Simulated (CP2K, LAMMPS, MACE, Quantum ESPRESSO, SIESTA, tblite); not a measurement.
# Bulk modulus two ways: glassy 83P2O5-17Al2O3 (mol %) (80 atoms), MACE MP-0b3 medium

The cell holds 80 atoms (20 P, 4 Al and 56 O). Recipe: 80 atoms (20 P, 4 Al, 56 O) placed at random at 2.43 g/cm³, melted at 4000 K for 10 ps at fixed volume with the Morse and Coulomb pair potential with partial charges (Pedone, Malavasi, Menziani, Cormack and Segre, J. Phys. Chem. B 110, 11780 (2006)). Quenched from 4000 K to 300 K at 6 K/ps and fixed volume, held 10 ps at zero pressure. Then the atoms were relaxed with MACE MP-0b3 medium in the fixed cell.

Calculated with MACE MP-0b3 medium: MACE MP-0b3 medium, trained on PBE(+U) plane-wave data, no dispersion term. The cell is scaled evenly by ±3 % in volume, and MACE MP-0b3 medium relaxes the atoms at each volume before the single point.

```
volume (Å³/atom)  energy less the middle row's (meV/atom)  pressure (GPa)
          13.059                                   -3.586           0.153
          13.463                                    0.000          -0.764
          13.867                                    3.242          -1.796
```

Task: Find the bulk modulus at the middle volume from the pressures and from the energies, and check the printed pressure against the slope of the energy (1 meV/Å³ = 0.16022 GPa).

**Working.**

The step is h = 0.4039 Å³. From pressures: B = −V dP/dV = 13.463 × (0.153 − (-1.796)) / (2 × 0.4039) = 32.5 GPa.

From energies: B = V d²E/dV² = 13.463 × (-3.586 + (3.242)) / 0.4039² = -28.44 meV/Å³ = -4.56 GPa.

Slope: P = −dE/dV = −(3.242 − (-3.586)) / (2 × 0.4039) = -8.45 meV/Å³ = -1.35 GPa, against -0.76 GPa printed.

The pressure doesn't fall steadily, or the energy curves downwards, so these three points don't lie on one smooth branch.

The modulus from energies lies 114 % under that from pressures.

A central difference over ±3 % overstates P by about B(1 + B′)(0.03)²/6, some 0.02 GPa for B′ = 4, which is small against the gap found.

Limits: three points, a static cell at zero temperature, the cell shape held; the modulus is that at -0.8 GPa, not at zero pressure.

[Logs are printed without paths, hosts, clocks, repeated set-up lines and the standing remarks that a program may print on its own settings, such as how far it seeks lower states.]

[Hosts, paths, dates, database ids (printed as entryN), source tags and the programs' standing remarks are cut or masked in the printed files.]
